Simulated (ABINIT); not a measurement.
# WS2 (Tungstenite): G0W0 with ABINIT, start to end

Wanted: ground state, empty states, screening and self-energy for WS2 (Tungstenite).

Calculated with ABINIT 10.8.3; PBE and many-body steps on it, plane waves.

## (1) The structure

The structure is hexagonal, space group P6_3/mmc (No. 194). Conventional cell: a = 3.153 Å, b = 3.153 Å, c = 12.323 Å, α = 90.00°, β = 90.00°, γ = 120.00°. Nearest to W lie 6 S at 2.40 Å. S has 3 W at 2.40 Å nearest. Farther neighbours and most contacts between anions are not listed.

Coordinates:

```cif
data_structure
_symmetry_space_group_name_H-M 'P 1'
_symmetry_Int_Tables_number 1
_cell_length_a 3.1532
_cell_length_b 3.1532
_cell_length_c 12.3230
_cell_angle_alpha 90.000
_cell_angle_beta 90.000
_cell_angle_gamma 120.000
_cell_volume 106.11
loop_
_atom_site_label
_atom_site_type_symbol
_atom_site_fract_x
_atom_site_fract_y
_atom_site_fract_z
_atom_site_occupancy
W1 W 0.33333 0.66667 0.25000 1
W2 W 0.66667 0.33333 0.75000 1
S3 S 0.33333 0.66667 0.62250 1
S4 S 0.66667 0.33333 0.12250 1
S5 S 0.33333 0.66667 0.87750 1
S6 S 0.66667 0.33333 0.37750 1
```

The cell and positions come from the Crystallography Open Database and are kept as given unless a step says otherwise. Spin-orbit coupling is left out unless a step names it.

## (2) Ground state

This step: ABINIT 10.8.3; DFT, PBE, plane waves, norm-conserving pseudopotentials.

The ground-state density comes first.

Contents of run.abi:

```
acell 3*1.0 Angstrom
rprim 
  3.153199999992 0.000000000002 0.000000000000
  -1.576599999998 2.730751303206 0.000000000000
  0.000000000000 0.000000000000 12.323000000000
ntypat 2
znucl 74 16
natom 6
typat 1 1 2 2 2 2
xred 
  0.333333333333 0.666666666667 0.250000000000
  0.666666666667 0.333333333333 0.750000000000
  0.333333333333 0.666666666667 0.622500000000
  0.666666666667 0.333333333333 0.122500000000
  0.333333333333 0.666666666667 0.877500000000
  0.666666666667 0.333333333333 0.377500000000
pp_dirpath "pseudos"
pseudos "W.upf, S.upf"
ecut 31
ngkpt 6 6 2
nshiftk 1
shiftk 0 0 0
kptopt 1
chksymbreak 0
nband 33
occopt 1
tolvrs 1e-10
nstep 60
prtwf 0
optforces 0
optstress 0
indata_prefix "in"
outdata_prefix "out"
tmpdata_prefix "tmp"
```

Command:

```
> OMP_NUM_THREADS=1 mpirun -n 8 abinit run.abi > log
```

Numbers of over 12 decimals in the logs are rounded to 6 here.

Log:

```text
.Version 10.8.3 of ABINIT. v10.8.2 released Aug 2026.

 Symmetries : space group P6_3/m m c (#194); Bravais hP (primitive hexag.)
================================================================================
 Values of the parameters that define the memory need of the present run
     intxc =       0    ionmov =       0      iscf =       7    lmnmax =       8
     lnmax =       8     mgfft =     120  mpssoang =       4    mqgrid =    5837
     natom =       6  nloc_mem =       1    nspden =       1   nspinor =       1
    nsppol =       1      nsym =      24    n1xccc =    2501    ntypat =       2
    occopt =       1   xclevel =       2
-    mband =          33        mffmem =           1         mkmem =           2
       mpw =        5944          nfft =      108000          nkpt =          14
================================================================================
  Rough estimation (10% accuracy) of disk space for files :
================================================================================

--------------------------------------------------------------------------------
------------- Echo of variables that govern the present computation ------------
--------------------------------------------------------------------------------
 -outvars: echo values of preprocessed input variables --------
            acell      1.8897261259E+00  1.8897261259E+00  1.8897261259E+00 Bohr

      chksymbreak           0
             ecut      3.10000000E+01 Hartree
-          fftalg         312

              ixc     -101130
              kpt      0.00000000E+00  0.00000000E+00  0.00000000E+00
                       1.66666667E-01  0.00000000E+00  0.00000000E+00
                       3.33333333E-01  0.00000000E+00  0.00000000E+00
                       5.00000000E-01  0.00000000E+00  0.00000000E+00
                       1.66666667E-01  1.66666667E-01  0.00000000E+00
                       3.33333333E-01  1.66666667E-01  0.00000000E+00
                       3.33333333E-01  3.33333333E-01  0.00000000E+00
                       0.00000000E+00  0.00000000E+00  5.00000000E-01
                       1.66666667E-01  0.00000000E+00  5.00000000E-01
                       3.33333333E-01  0.00000000E+00  5.00000000E-01
                       5.00000000E-01  0.00000000E+00  5.00000000E-01
[...]
kptrlatt        6    0    0      0    6    0      0    0    2
          kptrlen      3.57521065E+01
P           mkmem           2
            natom           6
            nband          33
            ngfft          30      30     120
             nkpt          14
            nstep          60
             nsym          24
           ntypat           2
              occ      2.000000  2.000000  2.000000  2.000000  2.000000  2.000000
                       2.000000  2.000000  2.000000  2.000000  2.000000  2.000000
                       2.000000  2.000000  2.000000  2.000000  2.000000  2.000000
                       2.000000  2.000000  2.000000  2.000000  2.000000  2.000000
                       2.000000  2.000000  0.000000  0.000000  0.000000  0.000000
[...]
optforces           0
        optstress           0
            prtwf           0
            rprim      3.1532000000E+00  2.0000000000E-12  0.0000000000E+00
[...]
spgroup         194

           tolvrs      1.00000000E-10

             xred      3.3333333333E-01  6.6666666667E-01  2.5000000000E-01
[...]
znucl       74.00000   16.00000

================================================================================

 chkinp: Checking input parameters for consistency.

================================================================================
== DATASET  1 ==================================================================
-   mpi_nproc: 8, omp_nthreads: 1 (-1 if OMP is not activated)

--- !DatasetInfo
iteration_state: {dtset: 1, }
dimensions: {natom: 6, nkpt: 14, mband: 33, nsppol: 1, nspinor: 1, nspden: 1, mpw: 5944, }
cutoff_energies: {ecut:  31.0, pawecutdg:  -1.0, }
electrons: {nelect:   5.20000000E+01, charge:   0.00000000E+00, occopt:   1.00000000E+00, tsmear:   1.00000000E-02, }

 Real(R)+Recip(G) space primitive vectors, cartesian coordinates (Bohr,Bohr^-1):
 R(1)=  5.9586844  0.0000000  0.0000000  G(1)=  0.1678223  0.0968922  0.0000000
 R(2)= -2.9793422  5.1603721  0.0000000  G(2)=  0.0000000  0.1937845  0.0000000
 R(3)=  0.0000000  0.0000000 23.2870950  G(3)=  0.0000000  0.0000000  0.0429422
 Unit cell volume ucvol=  7.1605555E+02 bohr^3
 Angles (23,13,12)=  9.00000000E+01  9.00000000E+01  1.20000000E+02 degrees

 getcut: wavevector=  0.0000  0.0000  0.0000  ngfft=  30  30 120
         ecut(hartree)=     31.000   => boxcut(ratio)=   2.01023

--- Pseudopotential description ------------------------------------------------
- W Generated using ONCVPSP code by D. R. Hamann
- 74.00000  14.00000  171031                  znucl, zion, pspdat
12 -101130 3 -1 1396                          pspcod,pspxc,lmax,lloc,mmax
     nproj     2     2     2     2
  pspatm : epsatm=   11.70739509
         --- l  ekb(1:nproj) -->
[...]
pspatm: atomic psp has been read  and splines computed

- S Generated using ONCVPSP code by D. R. Hamann
- 16.00000   6.00000  171031                  znucl, zion, pspdat
12 -101130 2 -1 1146                          pspcod,pspxc,lmax,lloc,mmax
     nproj     2     2     2     0
  pspatm : epsatm=    9.01821529
         --- l  ekb(1:nproj) -->
[...]
pspatm: atomic psp has been read  and splines computed

   3.09335787E+03                                ecore*ucvol(ha*bohr**3)
--------------------------------------------------------------------------------

_setup2: Arith. and geom. avg. npw (full set) are    5903.792    5903.746

================================================================================

--- !BeginCycle
iteration_state: {dtset: 1, }
solver: {iscf: 7, nstep: 60, nline: 4, wfoptalg: 0, }
tolerances: {tolvrs: 1.00E-10, }

     iter   Etot(hartree)      deltaE(h)  residm     vres2
 ETOT  1  -195.84886537400    -1.958E+02 8.652E-02 1.579E+02
 ETOT  2  -195.89030693970    -4.144E-02 3.711E-02 1.176E+03
 ETOT  3  -196.02861226715    -1.383E-01 1.384E-02 8.356E+00
 ETOT  4  -196.02942917523    -8.169E-04 5.021E-03 2.556E+00
 ETOT  5  -196.02958716226    -1.580E-04 4.625E-03 2.055E-02
 ETOT  6  -196.02958981700    -2.655E-06 1.050E-03 8.045E-03
 ETOT  7  -196.02959029102    -4.740E-07 8.389E-04 2.987E-05
 ETOT  8  -196.02959029387    -2.850E-09 5.135E-04 2.264E-06
 ETOT  9  -196.02959029411    -2.405E-10 1.853E-04 7.420E-08
 ETOT 10  -196.02959029411    -7.873E-12 4.535E-04 3.028E-09
 ETOT 11  -196.02959029411    -4.547E-13 1.653E-04 3.319E-10
 ETOT 12  -196.02959029412    -1.450E-12 4.851E-04 6.799E-12

 At SCF step   12       vres2   =  6.80E-12 < tolvrs=  1.00E-10 =>converged.

--- !ResultsGS
iteration_state: {dtset: 1, }
comment   : Summary of ground state results
lattice_vectors:
- [  5.9586844,   0.0000000,   0.0000000, ]
- [ -2.9793422,   5.1603721,   0.0000000, ]
- [  0.0000000,   0.0000000,  23.2870950, ]
lattice_lengths: [   5.95868,    5.95868,   23.28710, ]
lattice_angles: [ 90.000,  90.000, 120.000, ] # degrees, (23, 13, 12)
lattice_volume:   7.1605555E+02
convergence: {deltae: -1.450E-12, res2:  6.799E-12, residm:  4.851E-04, diffor:  0.000E+00, }
etotal    :  -1.96029590E+02
entropy   :   0.00000000E+00
fermie    :   3.49444803E-01
cartesian_stress_tensor: null
pressure_GPa: null
xred      :
- [  3.3333E-01,   6.6667E-01,   2.5000E-01,  W]
- [  6.6667E-01,   3.3333E-01,   7.5000E-01,  W]
- [  3.3333E-01,   6.6667E-01,   6.2250E-01,  S]
- [  6.6667E-01,   3.3333E-01,   1.2250E-01,  S]
- [  3.3333E-01,   6.6667E-01,   8.7750E-01,  S]
- [  6.6667E-01,   3.3333E-01,   3.7750E-01,  S]
cartesian_forces: null
force_length_stats: {min: null, max: null, mean: null, }

 Integrated electronic density in atomic spheres:
 ------------------------------------------------
 Atom  Sphere_radius  Integrated_density
[...]
================================================================================

 ----iterations are completed or convergence reached----

 Mean square residual over all n,k,spin=   29.308E-07; max=  48.513E-05
 reduced coordinates (array xred) for    6 atoms
[...]
0.666666666667      0.333333333333      0.750000000000
       0.333333333333      0.666666666667      0.622500000000
       0.666666666667      0.333333333333      0.122500000000
       0.333333333333      0.666666666667      0.877500000000
       0.666666666667      0.333333333333      0.377500000000
 rms dE/dt=  0.0000E+00; max dE/dt=  0.0000E+00; dE/dt below (all hartree)
    1       0.000000000000      0.000000000000      0.000000000000
    2       0.000000000000      0.000000000000      0.000000000000
    3       0.000000000000      0.000000000000      0.000000000000
    4       0.000000000000      0.000000000000      0.000000000000
    5       0.000000000000      0.000000000000      0.000000000000
    6       0.000000000000      0.000000000000      0.000000000000

 cartesian coordinates (angstrom) at end:
    1     -1.33e-12     1.820501     3.080750
    2      1.576600     0.910250     9.242250
    3     -1.33e-12     1.820501     7.671068
    4      1.576600     0.910250     1.509567
    5     -1.33e-12     1.820501    10.813432
    6      1.576600     0.910250     4.651933
 length scales=  1.889726125908  1.889726125908  1.889726125908 bohr
              =  1.000000000000  1.000000000000  1.000000000000 angstroms
 prteigrs : about to open file out_EIG
 Fermi (or HOMO) energy (hartree) =   0.34944   Average Vxc (hartree)=  -0.41084
 Eigenvalues (hartree) for nkpt=  14  k points:
 kpt#   1, nband= 33, wtk=  0.01389, kpt=  0.0000  0.0000  0.0000 (reduced coord)
  -2.39287   -2.39287   -1.07959   -1.07958   -1.07265   -1.07265   -1.07265   -1.07265
  -0.22539   -0.21688   -0.16868   -0.15256    0.06843    0.10714    0.20801    0.22170
   0.22170    0.22222    0.22222    0.26709    0.26709    0.26906    0.26906    0.29374
   0.30457    0.34944    0.43436    0.43442    0.43474    0.43539    0.43621    0.43925
   0.44308
 prteigrs : prtvol=0 or 1, do not print more k-points.

--- !EnergyTerms
iteration_state     : {dtset: 1, }
comment             : Components of total free energy in Hartree
kinetic             :  5.62979939834143E+01
hartree             :  5.12043006751492E+01
xc                  : -4.59534279593619E+01
Ewald energy        : -1.20345391836037E+02
psp_core            :  4.31999703190776E+00
local_psp           : -1.72738556691340E+02
non_local_psp       :  3.11854945021525E+01
total_energy        : -1.96029590294116E+02
total_energy_eV     : -5.33423689713459E+03
band_energy         : -1.79620718597031E+01

== END DATASET(S) ==============================================================
================================================================================

 -outvars: echo values of variables after computation  --------
           etotal     -1.9602959029E+02
            nband          33
             nkpt          14
          spgroup         194
 [... the other variables as echoed above ...]

 Calculation completed.
```

It took 26 s on 8 MPI ranks of Arm Neoverse V1, shared host; peak memory 0.67 GiB; 3.5 min of CPU time.

This step gave:

```yaml
total_energy: -5334.2369 eV
gap: 0.9807 eV
k_of_the_valence_top: 0, 0, 0
k_of_the_conduction_bottom: 0.1667, 0.1667, 0
least_direct_gap: 1.837 eV
```

The gap is indirect, with the least direct gap 0.86 eV higher.

## (3) Empty states on the mesh, 6×6×1 mesh, 232 bands

The sums over transitions need many empty states on a uniform mesh; this step solves for them.

Edit run.abi of step 2 so:

```diff
@@ -19,3 +19,3 @@
 ecut 31
-ngkpt 6 6 2
+ngkpt 6 6 1
 nshiftk 1
@@ -24,9 +24,10 @@
 chksymbreak 0
-nband 33
+irdden 1
+istwfk *1
+nband 232
+prtvol 0
+optdriver 6
+gwr_task "HDIAGO"
+paral_kgb 0
 occopt 1
-tolvrs 1e-10
-nstep 60
-prtwf 0
-optforces 0
-optstress 0
 indata_prefix "in"
```

Log:

```text
[banner, memory and clock lines left out]
.Version 10.8.3 of ABINIT. v10.8.2 released Aug 2026.

 Symmetries : space group P6_3/m m c (#194); Bravais hP (primitive hexag.)
[... echo of the input left out ...]
== DATASET  1 ==================================================================
-   mpi_nproc: 8, omp_nthreads: 1 (-1 if OMP is not activated)

--- !DatasetInfo
iteration_state: {dtset: 1, }
dimensions: {natom: 6, nkpt: 7, mband: 232, nsppol: 1, nspinor: 1, nspden: 1, mpw: 5929, }
cutoff_energies: {ecut:  31.0, pawecutdg:  -1.0, }
electrons: {nelect:   5.20000000E+01, charge:   0.00000000E+00, occopt:   1.00000000E+00, tsmear:   1.00000000E-02, }

.Using double precision arithmetic; gwpc =  8

- Reading GS density from: in_DEN

--- Pseudopotential description ------------------------------------------------
- W Generated using ONCVPSP code by D. R. Hamann
- 74.00000  14.00000  171031                  znucl, zion, pspdat
12 -101130 3 -1 1396                          pspcod,pspxc,lmax,lloc,mmax
     nproj     2     2     2     2
  pspatm : epsatm=   11.70739509
         --- l  ekb(1:nproj) -->
             0   12.992056    1.844411
             1    9.080024    1.409692
             2    4.470007    0.514403
             3   47.483863    0.881400
 pspatm: atomic psp has been read  and splines computed

- S Generated using ONCVPSP code by D. R. Hamann
- 16.00000   6.00000  171031                  znucl, zion, pspdat
12 -101130 2 -1 1146                          pspcod,pspxc,lmax,lloc,mmax
     nproj     2     2     2     0
  pspatm : epsatm=    9.01821529
         --- l  ekb(1:nproj) -->
             0    6.763951    0.574108
             1    3.227080    0.887329
             2   -3.547662   -0.986524
 pspatm: atomic psp has been read  and splines computed

   3.09335787E+03                                ecore*ucvol(ha*bohr**3)

 Total charge density [el/Bohr^3]
)     Maximum=    8.4948E-01  at reduced coord.    0.7667    0.5000    0.7500
)     Minimum=    1.5301E-03  at reduced coord.    0.6667    0.3333    0.1250
   Integrated=    5.2000E+01

 === KS gaps after direct diagonalization ===
 Indirect band gap semiconductor
 Fundamental gap:     0.981 (eV)
   VBM:     9.509 (eV) at k: [ 0.0000E+00,  0.0000E+00,  0.0000E+00]
   CBM:    10.490 (eV) at k: [ 1.6667E-01,  1.6667E-01,  0.0000E+00]
 Direct gap:         1.837 (eV) at k: [ 3.3333E-01,  3.3333E-01,  0.0000E+00]

== END DATASET(S) ==============================================================

 -outvars: echo values of variables after computation  --------
           etotal      0.0000000000E+00
            nband         232
             nkpt           7
          spgroup         194
 [... the other variables as echoed above ...]

 Calculation completed.
```

It took 2.4 min on 8 MPI ranks; peak memory 14 GiB; 19 min of CPU time.

This step gave:

```
gap                                                           : 0.9806 eV
k of the valence top                                          : 0, 0, 0
k of the conduction bottom                                    : 0.1667, 0.1667, 0
least direct gap                                              : 1.837 eV
k points computed                                             : 7
lowest point of the top converged band, above the valence top : 73.4007 eV
```

On this mesh the gap is 0.981 eV.

## (4) Screening, 6×6×1 mesh, 224 bands, screening to 130.6 eV

The RPA dielectric matrix is built and inverted for each q.

This step: RPA screening on PBE, plane waves, norm-conserving pseudopotentials.

Edit run.abi of step 3 so:

```diff
@@ -24,10 +24,11 @@
 chksymbreak 0
-irdden 1
 istwfk *1
-nband 232
-prtvol 0
-optdriver 6
-gwr_task "HDIAGO"
-paral_kgb 0
 occopt 1
+irdwfk 1
+optdriver 3
+nband 224
+ecuteps 4.8
+inclvkb 2
+awtr 1
+symchi 1
 indata_prefix "in"
```

Log:

```text
.Version 10.8.3 of ABINIT. v10.8.2 released Aug 2026.

 Symmetries : space group P6_3/m m c (#194); Bravais hP (primitive hexag.)
[... echo of the input left out ...]
== DATASET  1 ==================================================================
-   mpi_nproc: 8, omp_nthreads: 1 (-1 if OMP is not activated)

--- !DatasetInfo
iteration_state: {dtset: 1, }
dimensions: {natom: 6, nkpt: 7, mband: 224, nsppol: 1, nspinor: 1, nspden: 1, mpw: 5929, }
cutoff_energies: {ecut:  31.0, pawecutdg:  -1.0, }
electrons: {nelect:   5.20000000E+01, charge:   0.00000000E+00, occopt:   1.00000000E+00, tsmear:   1.00000000E-02, }

 SCREENING: Calculation of the susceptibility and dielectric matrices

 Based on a program developped by R.W. Godby, V. Olevano, G. Onida, and L. Reining.
 Incorporated in ABINIT by V. Olevano, G.-M. Rignanese, and M. Torrent.
.Using double precision arithmetic ; gwpc =  8

[... cell and pseudopotentials left out ...]
--------------------------------------------------------------------------------

 ==== K-mesh for the wavefunctions ====
 Number of points in the irreducible wedge :     7
[... list of points left out ...]
 Together with 24 symmetry operations and time-reversal symmetry
 yields    36 points in the full Brillouin Zone.

 ==== Q-mesh for the screening function ====
 Number of points in the irreducible wedge :     7
[... list of points left out ...]
 Together with 24 symmetry operations and time-reversal symmetry
 yields    36 points in the full Brillouin Zone.

 setmesh: FFT mesh size selected  =    20x   20x   90
          total number of points  =        36000

 vcoul_init : cutoff-mode = AUXILIARY_FUNCTION
 q-points for optical limit:   1
     1)      0.000010    0.000020    0.000030

- screening: taking advantage of time-reversal symmetry
- Maximum band index for partially occupied states nbvw = 26
- Remaining bands to be divided among processors   nbcw = 198
- Number of bands treated by each node ~24

 Number of electrons calculated from density =   52.0000; Expected =   52.0000
 average of density, n =  0.072620
 r_s =    1.4869
 omega_plasma =   25.9946 [eV]

 calculating chi0 at frequencies [eV] :
  1    0.000000E+00    0.000000E+00
  2    0.000000E+00    2.599465E+01

--------------------------------------------------------------------------------
  q-point number  1        q = ( 0.000000, 0.000000, 0.000000) [r.l.u.]
--------------------------------------------------------------------------------
[... chi0 elements left out ...]
 For q-point:  0.000010 0.000020 0.000030
  dielectric constant =  13.5656
  dielectric constant without local fields =  15.0811

  Average fulfillment of the sum rule on Im[epsilon] for q-point    1 :     87.66  [%]
[... wings left out ...]
  q-point number  2        q = ( 0.166667, 0.000000, 0.000000) [r.l.u.]
--------------------------------------------------------------------------------
[... chi0 elements left out ...]
  Average fulfillment of the sum rule on Im[epsilon] for q-point    2 :     89.56  [%]

 [... 5 further q-points ...]
```

Wall time 1.8 min (8 MPI ranks); peak memory 3 GiB; 15 min of CPU time.

Numbers from this step:

```
ε∞ with local fields, on this mesh, along the program's q direction : 13.57
the same without local fields                                       : 15.08
plasma frequency                                                    : 25.99 eV
plane waves in the screening matrix                                 : 341
```

Local fields lower ε∞ by 10 %. On a Γ-centred mesh this coarse the value itself is usually too large, while a short band sum pulls it down.

(Part 1 of 2 ends here.)

[Paths, hosts, dates, memory and timing lines, banners, echoed tables and standing remarks are left out of the program output.]

[Logs are printed without paths, hosts, clocks, repeated set-up lines and the standing remarks that a program may print on its own settings, such as how far it seeks lower states.]

[Runs of the session that timed out or met a known fault of the program may be left out.]

[Hosts, paths, dates, database ids (printed as entryN), source tags and the programs' standing remarks are cut or masked in the printed files.]

[G0W0 gaps are taken among the corrected bands and points alone; a level outside them can change the order at an edge.]

[Where Ansatz stands beside ABINIT at settings called matched, ABINIT's density can come from a denser mesh and the files from another edition; pairs whose starting gaps differed by over 0.03 eV were left out, so agreement reads better than it is.]
